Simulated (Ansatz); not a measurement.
## Where H_O puts its levels in the gap of Li3VO4 (Pmn2_1)

Charge states of H_O in Li3VO4 (Pmn2_1), set against the band edges. Model: a cell of 64 host atoms with 1 O taken out and 1 H put in.

Method: place-levels on PBEsol runs: charge-transition levels and formation energies with image-charge correction and potential alignment at the atomic sites, in Ansatz 0.2.0.

### Step 1. Starting point

The cell holds 64 atoms: 24 Li, 8 V, 31 O and 1 H. Cell: a = 9.648 Å, b = 9.648 Å, c = 9.648 Å, α = 98.7°, β = 111.7°, γ = 118.7°. It derives from Li3VO4 (space group Pmn2_1). Nearest the centre at fractional (0.645, 0.668, 0.702): H52 at 0.00 Å, V32 at 1.72 Å, Li10 at 1.96 Å, Li16 at 1.98 Å, Li24 at 1.98 Å, O61 at 2.77 Å, O56 at 2.82 Å, O47 at 2.83 Å.

The host's dielectric constants go in as inputs: (3.25, 3.13, 3.33) for the electrons alone, (6.65, 6.29, 7.70) with the ions, from a response run on this crystal (DFPT, PBEsol) at that run's own cell.

The cell's shortest repeat is 9.6 Å.

### Step 2. What was run first

A transition level is the Fermi level at which two charge states cost the same, so each charge needs its own total energy, at its own relaxed structure.

Each atom starts 0.05 Å or so off its site in a random direction. Forces are taken at one point at (¼, ¼, ¼). The cell holds 1 electron more than the neutral one, with a uniform background that keeps it neutral on the whole.

The sampling was tested on the host first: at the k-points planned (1x1x1 shifted 0.25 0.25 0.25) its energy lies -0.001 eV an atom from the dense-mesh value, under the bound of 0.02 eV set for this test; that bounds the host's error, not the defect's.

One of the inputs; charge, spin and start change from state to state.

Contents of qm1.relax_smeared/input.yaml:

```yaml
crystal:
  lattice:
    - [-6.28601216, 5.41796067, 4.92165736]
    - [6.28601216, -5.41796067, 4.92165736]
    - [6.28601216, 5.41796067, -4.92165736]
  atoms:
    - { symbol: Li, position: [0.33914451, 0.12883353, 0.45779915] }
    - { symbol: Li, position: [0.33914451, 0.62883353, 0.95779915] }
[... 2 atom lines left out ...]
    - { symbol: Li, position: [0.42103438, 0.38134536, 0.29220085] }
[... 4 atom lines left out ...]
    - { symbol: Li, position: [0.42103438, 0.62883353, 0.53968902] }
[... 1 atom line left out ...]
    - { symbol: Li, position: [0.92103438, 0.62883353, 0.03968902] }
    - { symbol: Li, position: [0.33914451, 0.38134536, 0.71031098] }
[... 2 atom lines left out ...]
    - { symbol: Li, position: [0.83914451, 0.88134536, 0.71031098] }
[... 7 atom lines left out ...]
    - { symbol: Li, position: [0.67205696, 0.75533765, 0.91671931] }
[... 7 atom lines left out ...]
    - { symbol: V, position: [0.66558462, 0.50052658, 0.66505804] }
[... 5 atom lines left out ...]
    - { symbol: O, position: [0.41314872, 0.82682811, 0.58632061] }
[... 1 atom line left out ...]
    - { symbol: O, position: [0.91314872, 0.82682811, 0.08632061] }
    - { symbol: O, position: [0.21519257, 0.44284594, 0.54753337] }
[... 2 atom lines left out ...]
    - { symbol: O, position: [0.71519257, 0.94284594, 0.54753337] }
[... 2 atom lines left out ...]
    - { symbol: O, position: [0.64531257, 0.44284594, 0.47765337] }
    - { symbol: O, position: [0.64531257, 0.94284594, 0.97765337] }
[... 3 atom lines left out ...]
    - { symbol: H, position: [0.64531257, 0.6676592, 0.70246663] }
[... 1 atom line left out ...]
    - { symbol: O, position: [0.37002561, 0.55452162, 0.31550399] }
[... 1 atom line left out ...]
    - { symbol: O, position: [0.87002561, 0.55452162, 0.81550399] }
[... 1 atom line left out ...]
    - { symbol: O, position: [0.48901763, 0.55452162, 0.93449601] }
    - { symbol: O, position: [0.98901763, 0.05452162, 0.93449601] }
[... 1 atom line left out ...]
    - { symbol: O, position: [0.49050749, 0.32682811, 0.66367939] }
[... 2 atom lines left out ...]
    - { symbol: O, position: [0.99050749, 0.82682811, 0.66367939] }
  host:
    repeats: [1, 1, 1]
    atoms:
      - { symbol: Li, position: [0.33914451, 0.12883353, 0.45779915] }
      - { symbol: Li, position: [0.33914451, 0.62883353, 0.95779915] }
      # ... 62 more atoms of the perfect host
total_charge: -1
basis:
  ecutwfc: 420
  xc_grid: 2
hamiltonian:
  xc: pbesol
kpoints:
  mp_grid: { grid: [1, 1, 1], shift: [0.25, 0.25, 0.25] }
scf:
  occupations: { method: fermi_dirac, width: 0.01 }
  max_iter: 80
output:
  forces: true
  charged_corrections:
    epsilon: [3.25, 3.13, 3.33]
    static_epsilon: [6.65, 6.29, 7.7]
    defect_position: [0.645313, 0.667659, 0.702467]
relax:
  f_tol: 0.02
  max_steps: 80
  random_displacement: { amplitude: 0.05, seed: 4822 }
checkpoint:
  write: "../qm1.relax_smeared.run"
  compress: false
  write_wavefunctions: true
  write_every: 100000
```

The run is started by

```bash
> ansatz run input.yaml --threads 4 --pin off --max-ram 7536MiB --backend cpu --events-out ev --progress --plain --runs-dir out
```

Defect states can disperse in a cell of this size, so the energy is taken again at a 2×2×2 shifted mesh, on the relaxed structure.

The run of this state that the levels use, under PBEsol:

Contents of qm1.point/input.yaml:

```yaml
crystal:
  checkpoint: "../qm1.relax_smeared.run"
  host: checkpoint
total_charge: -1
basis:
  ecutwfc: 420
  xc_grid: 2
hamiltonian:
  xc: pbesol
kpoints:
  mp_grid: { grid: [2, 2, 2], shift: [0.5, 0.5, 0.5] }
scf:
  occupations: { method: fermi_dirac, width: 0.01 }
  max_iter: 80
output:
  forces: true
  eigenvalues: true
  charged_corrections:
    epsilon: [3.25, 3.13, 3.33]
    static_epsilon: [6.65, 6.29, 7.7]
    defect_position: [0.645313, 0.667659, 0.702467]
  eigenstates: { localisation: true }
  populations: true
  band_densities: [{ bands: [v1, v1] }, { bands: [c1, c1] }]
  write_density: true
  write_potential: true
  volumetric_format: npy
  elf: true
checkpoint:
  read: "../qm1.relax_smeared.run"
  write: "../qm1.point.run"
  compress: false
  write_wavefunctions: false
  write_every: 100000
```

Relaxations under PBEsol at one point at (¼, ¼, ¼); times on 4 threads of Arm Neoverse V1, shared host:

```
charge  moment (μB)  occupations        outcome  steps  largest displacement against the far atoms (Å)     time
    −1            0        fixed  not converged      2                                               -     92 s
    −1            0  fermi-dirac      converged      7                                            0.20    2 min
     0            1        fixed      converged      9                                            0.18  3.1 min
    +1            0        fixed      converged      8                                            0.37     66 s
    +2            1        fixed  not converged      -                                               -     95 s
    +2            1  fermi-dirac      converged      9                                            0.33  5.2 min
    −1            2        fixed      converged      8                                            0.14  4.3 min
```

Single points under PBEsol at a 2×2×2 shifted mesh; times on 4 threads of Arm Neoverse V1, shared host:

```
charge  moment (μB)  occupations    outcome     time
    −1            0  fermi-dirac  converged     73 s
     0            1  fermi-dirac  converged  2.4 min
    +1            0  fermi-dirac  converged     57 s
    +2            1  fermi-dirac  converged  2.9 min
    −1            2  fermi-dirac  converged  3.5 min
```

Distances (Å) from H52 to the nearest atoms after relaxation with PBEsol:

```
charge  moment (μB)      1.       2.       3.       4.      5.      6.
    −1            0  V 1.74  Li 2.05  Li 2.11  Li 2.16  O 2.77  O 2.83
    −1            2  V 1.76  Li 2.02  Li 2.07  Li 2.09  O 2.80  O 2.87
     0            1  V 1.75  Li 2.05  Li 2.11  Li 2.15  O 2.74  O 2.83
    +1            0  V 1.70  Li 2.16  Li 2.23  Li 2.37  O 2.67  O 2.73
    +2            1  V 1.71  Li 2.14  Li 2.21  Li 2.32  O 2.68  O 2.73
```

### Step 3. Placing the levels, PBEsol

A charged cell interacts with its images and the background, and its potential has another zero than the host's. place-levels removes the first by a point-charge model, screened by the static dielectric constant since the ions have relaxed around the charge, and the second by comparing potentials at atoms far from the defect.

The host is a run of the defect-free crystal in the same cutoffs, grids and k-points, so that basis and sampling errors cancel in part in the differences. Its band edges come from a run of the primitive cell that searches the zone for them. Chemical potentials are energies per atom of O (O2 molecule) and H (H2 molecule), run with the same functional and cutoff.

Contents of levels.point.yaml:

```yaml
host:
  run: host.point.run
  levels_from: { run: edges.point.run }
states: [qm1.point.run, q0_M1.point.run, qp1.point.run, qp2_M1.point.run, qm1_M2.point.run]
geometry_from:
  qm1.point.run: qm1.relax_smeared.run
  q0_M1.point.run: q0_M1.relax.run
  qp1.point.run: qp1.relax.run
  qp2_M1.point.run: qp2_M1.relax_smeared.run
  qm1_M2.point.run: qm1_M2.relax.run
  host.point.run: host.relax.run
chemical_potentials:
  O:
    energy: -558.282649
    dataset: "<sha256 of the dataset>"
  H:
    energy: -15.609288
    dataset: "<sha256 of the dataset>"
epsilon: [3.25, 3.13, 3.33]
static_epsilon: [6.65, 6.29, 7.7]
vertical:
  - { from: qm1.point.run, to: qm1.point_neutral.run }
  - { from: qp1.point.run, to: qp1.point_neutral.run }
  - { from: qp2_M1.point.run, to: qp2_M1.point_neutral.run }
  - { from: qm1_M2.point.run, to: qm1_M2.point_neutral.run }
```

The run is started by

```bash
> ansatz place-levels levels.point.yaml -- --threads 4 --pin off --max-ram 7536MiB
```

Numbers of over 12 decimals in the logs are rounded to 6 here.

What it wrote:

```text
[... repeated set-up lines and file paths are left out, and long positions are rounded to six places ...]
(+2/+1) 0.000 eV above the valence edge (-0.663 eV without the band-filling correction), 4.054 eV under the conduction edge
(+1/0) 3.188 eV above the valence edge, 0.866 eV under the conduction edge
(0/-1) 4.063 eV above the valence edge (+4.242 eV without the band-filling correction), in the conduction band
formation energy of charge +2: +1.906 eV with the Fermi level at the valence edge
formation energy of charge +1: +1.906 eV with the Fermi level at the valence edge
formation energy of charge 0: +5.094 eV with the Fermi level at the valence edge
formation energy of charge -1: +9.157 eV with the Fermi level at the valence edge
vertical -1 to 0: no energy, since no alignment is typed
  the change from vertical[0].from (qm1.point.run) to vertical[0].to (qm1.point_neutral.run): by its potential at epsilon [3.25, 3.13, 3.33] it stands at 0.070 0.860 0.130, with an rms radius of about 4.8 Å (2.6 2.8 2.9 Å across the planes of the cell's [...]
vertical +1 to 0: no energy, since no alignment is typed
  the change from vertical[1].from (qp1.point.run) to vertical[1].to (qp1.point_neutral.run): by its potential at epsilon [3.25, 3.13, 3.33] it stands at 0.643 0.486 0.668, with an rms radius of about 2.8 Å (1.7 1.6 1.6 Å across the planes of the cell's [...]
vertical +2 to 0: no energy, since no alignment is typed
  the change from vertical[2].from (qp2_M1.point.run) to vertical[2].to (qp2_M1.point_neutral.run): by its potential at epsilon [3.25, 3.13, 3.33] it stands at 0.650 0.486 0.683, with an rms radius of about 4.1 Å (2.3 2.2 2.6 Å across the planes of the cell's [...]
vertical -1 to 0: no energy, since no alignment is typed
  the change from vertical[3].from (qm1_M2.point.run) to vertical[3].to (qm1_M2.point_neutral.run): by its potential at epsilon [3.25, 3.13, 3.33] it stands at 0.714 0.532 0.740, with an rms radius of about 4.2 Å (2.2 2.1 2.8 Å across the planes of the cell's [...]
  edges by pbesol of host.levels_from (edges.point.run), its mesh sampled to repeats of 27.09 Å (the valence edge +0.048 eV and the conduction edge -0.022 eV from those of the host's own run), gap 4.054 eV; the host is sampled to repeats of 19.69 Å
  the defect's cells are sampled to repeats of 19.69 Å, like sampling
  charge +2: -45434.2715 eV with its correction of +0.739 eV, at epsilon [6.65, 6.29, 7.7], aligned at sites: -0.3220 eV, mean over 22 atomic sites at or beyond 4.82 Å from the defect at [0.6453, 0.6677, 0.7025], with +0.006321 for the charge's moments and [...]
  states[3] (qp2_M1.point.run): levels filled in part (TS 0.012 eV): its energy is of no whole electron's
  charge +1: -45431.8342 eV with its correction of +0.219 eV, at epsilon [6.65, 6.29, 7.7], aligned at sites: -0.1268 eV, mean over 22 atomic sites at or beyond 4.82 Å from the defect at [0.6453, 0.6677, 0.7025], with -0.007256 for the charge's moments and [...]
  charge 0: +0.000 eV for its dipole among its images, +0.011 omitted
  charge -1: -45418.2041 eV with its correction of +0.323 eV, at epsilon [6.65, 6.29, 7.7], aligned at sites: +0.0229 eV, mean over 22 atomic sites at or beyond 4.82 Å from the defect at [0.6453, 0.6677, 0.7025], with +0.000000 for the charge's moments and [...]
  states[4] (qm1_M2.point.run): levels filled in part (TS 0.008 eV): its energy is of no whole electron's
  charge -1: states[0] (qm1.point.run) stands 0.224 eV higher, with a moment of 0.00 μB against 2.00
  states[0] (qm1.point.run): levels filled in part (TS 0.025 eV): its energy is of no whole electron's
  of states[3] (qp2_M1.point.run): it parts from the run at its places by a charge that spreads by about 2.3 Å along one vector (1.3 Å or more is wide), by its potential at epsilon [3.25, 3.13, 3.33], taken for that of held ions (one typed too small widens [...]
  of states[2] (qp1.point.run): it parts from the run at its places by a charge that spreads by about 1.7 Å along one vector (1.3 Å or more is wide), by its potential at epsilon [3.25, 3.13, 3.33], taken for that of held ions (one typed too small widens it), [...]
  of states[4] (qm1_M2.point.run): it parts from the run at its places by a charge that spreads by about 2.8 Å along one vector (1.4 Å or more is wide), by its potential at epsilon [3.25, 3.13, 3.33], taken for that of held ions (one typed too small widens [...]
  of states[0] (qm1.point.run): it parts from the run at its places by a charge that spreads by about 2.8 Å along one vector (1.3 Å or more is wide), by its potential at epsilon [3.25, 3.13, 3.33], taken for that of held ions (one typed too small widens it), [...]
  vertical[0].from (qm1.point.run): levels filled in part (TS 0.025 eV): its energy is of no whole electron's
  of vertical[0].from (qm1.point.run): its displacements don't fall off away from the defect: farther atoms stand 0.013 Å off the host's places. [...]
  of vertical[0].to (qm1.point_neutral.run): its displacements don't fall off away from the defect: farther atoms stand 0.013 Å off the host's places. [...]
  of vertical[1].from (qp1.point.run): it parts from the run at its places by a charge that spreads by about 1.7 Å along one vector (1.3 Å or more is wide), by its potential at epsilon [3.25, 3.13, 3.33], taken for that of held ions (one typed too small [...]
  vertical[1].to (qp1.point_neutral.run): levels filled in part (TS 0.009 eV): its energy is of no whole electron's
  vertical[2].from (qp2_M1.point.run): levels filled in part (TS 0.012 eV): its energy is of no whole electron's
  of vertical[2].from (qp2_M1.point.run): of the run under geometry_from: seeded_moment_not_kept; [...]
  vertical[2].to (qp2_M1.point_neutral.run): levels filled in part (TS 0.008 eV): its energy is of no whole electron's
  vertical[3].from (qm1_M2.point.run): levels filled in part (TS 0.008 eV): its energy is of no whole electron's
  of vertical[3].from (qm1_M2.point.run): it parts from the run at its places by a charge that spreads by about 2.8 Å along one vector (1.4 Å or more is wide), by its potential at epsilon [3.25, 3.13, 3.33], taken for that of held ions (one typed too small [...]
  of vertical[3].to (qm1_M2.point_neutral.run): it set out from the moments of a save, which an earlier run chose (saved_moments_taken)
```

The job ended after 0.63 s (4 threads of Arm Neoverse V1, shared host).

Levels between the charges placed, in eV above the valence top:

```
        gap (eV)  (+2/+1)  (+1/0)  (0/−1)
PBEsol      4.05     0.00    3.19    4.06
```

Corrections by state:

```
charge  moment (μB)  image terms and alignment (eV)  band filling (eV)                               ε used  over the lowest of its charge, as the program ranks them, band filling apart (eV)
    +2          1.0                           0.739             -0.663  principal values (6.29, 6.65, 7.70)                                                                              0.000
    +1          0.0                           0.219                  -  principal values (6.29, 6.65, 7.70)                                                                              0.000
     0          1.0                           0.000                  -                                    -                                                                              0.000
    −1          2.0                           0.323             -0.179  principal values (6.29, 6.65, 7.70)                                                                              0.000
    −1          0.0                           0.263                  -  principal values (6.29, 6.65, 7.70)                                                                              0.224
```

The charged structures listed were also run neutral, and place-levels reads from each pair, by the potential or the spins, how wide the charge is by which they differ; that can be the carrier of either run.

```
charge  rms radius (Å)  spread where it is widest against the cell (Å)  wide from (Å)  reading
    +2             4.1                                            2.32           1.26     wide
    +1             2.8                                            1.66           1.26     wide
    −1             4.2                                            2.81           1.42     wide
```

The neutral runs of these pairs need not share the spin of the lowest neutral state, and very wide values only mean spread over the cell.

From the program's caveats on the states, each cut to its opening words:

- charge +2 (1 μB): it parts from the run at its places by a charge that spreads by about 2.3 Å along one vector (1.3 Å or more is wide), by its potential at epsilon [3.25, 3.13, [...]
- charge +2 (1 μB): a band-filling correction moves a carrier to the host's band edge, which changes its energy by -0.663 eV
- charge +2 (1 μB): its alignment with the host at atomic sites is doubtful: the mean over the far sites moves by +0.0775 eV from their farther parts to their nearer, more than [...]
- charge +1: it parts from the run at its places by a charge that spreads by about 1.7 Å along one vector (1.3 Å or more is wide), by its potential at epsilon [3.25, 3.13, [...]
- charge −1 (2 μB): it parts from the run at its places by a charge that spreads by about 2.8 Å along one vector (1.4 Å or more is wide), by its potential at epsilon [3.25, 3.13, [...]
- charge −1 (2 μB): a band-filling correction moves a carrier to the host's band edge, which changes its energy by -0.179 eV
- charge −1: it parts from the run at its places by a charge that spreads by about 2.8 Å along one vector (1.3 Å or more is wide), by its potential at epsilon [3.25, 3.13, [...]
- charge −1: its displacements don't fall off away from the defect: farther atoms stand 0.013 Å off the host's places

Chemical potentials of the elements' reference phases, run alike. Formation energies (elemental references), with the Fermi level at the valence top and at the conduction bottom (gap 4.05 eV):

```
charge  at valence top (eV)  at conduction bottom (eV)  correction included (eV)
    +2                 1.91                      10.01                      0.08
    +1                 1.91                       5.96                      0.22
     0                 5.09                       5.09                      0.00
    −1                 9.16                       5.10                      0.14
```

| Fermi level (eV) | lowest formation energy (eV) |
| --- | --- |
| 0.00 | 1.91 |
| 0.37 | 2.27 |
| 0.74 | 2.64 |
| 1.10 | 3.01 |
| 1.47 | 3.38 |
| 1.84 | 3.75 |
| 2.21 | 4.12 |
| 2.58 | 4.49 |
| 2.95 | 4.86 |
| 3.32 | 5.09 |
| 3.69 | 5.09 |
| 4.05 | 5.09 |

### Step 4. Summary of results

- gap of the host: 4.05 eV (PBEsol)
- level (plus 2/plus 1): 0.00 eV above the valence top (-0.66 eV above the valence top without the band-filling term)
- level (plus 1/0): 3.19 eV above the valence top
- level (0/minus 1): 4.06 eV above the valence top, past the conduction bottom (4.24 eV above the valence top without the band-filling term)
- lowest of the charges placed, just above the valence top (0.02 eV): +1
- lowest of the charges placed, just below the conduction bottom (0.02 eV): 0
- lowest formation energy at mid-gap of the charges run, elemental references: 3.93 eV

**Reading.** Of the charges placed (−1, 0, +1 and +2), the lowest changes at 3.19 eV (+1/0) above the valence top, in a gap of 4.05 eV. States placed: +2 at 1 μB; +1 at 0 μB; 0 at 1 μB; −1 at 2 μB and 0 μB. Other spin states or structures, where not listed, weren't placed. The program finds carriers beyond a band edge of the host and adds a band-filling term at charge −1 (-0.18 eV) and +2 (-0.66 eV); steps to such a charge show no bound level, and a defect level inside a band would be read the same way. H is taken at its element; compounds, which aren't counted here, bound the chemical potentials and would shift these formation energies. The program doubts the alignment of potentials for at least one state, a sign that the cell is small. What this leaves open: PBEsol makes the gap too small and tends to spread out bound carriers; where a gas molecule sets a chemical potential or the host's formation energy, its binding is uncorrected; force components of up to 0.11 eV/Å remain in a run at the final settings.

[Logs are printed without paths, hosts, clocks, repeated set-up lines and the standing remarks that a program may print on its own settings, such as how far it seeks lower states.]

[Hosts, paths, dates, database ids (printed as entryN), source tags and the programs' standing remarks are cut or masked in the printed files.]

[Where a table of states has a column of steps, it counts the stored structures, which are thinned; the runs took as many ionic steps or more.]

[A defect's name tells the site on which it was built; relaxed atoms can leave that site.]

[For some hosts the program warned that the k-mesh of the response run may be too coarse for force constants and the static dielectric constant; such warnings are not shown here.]
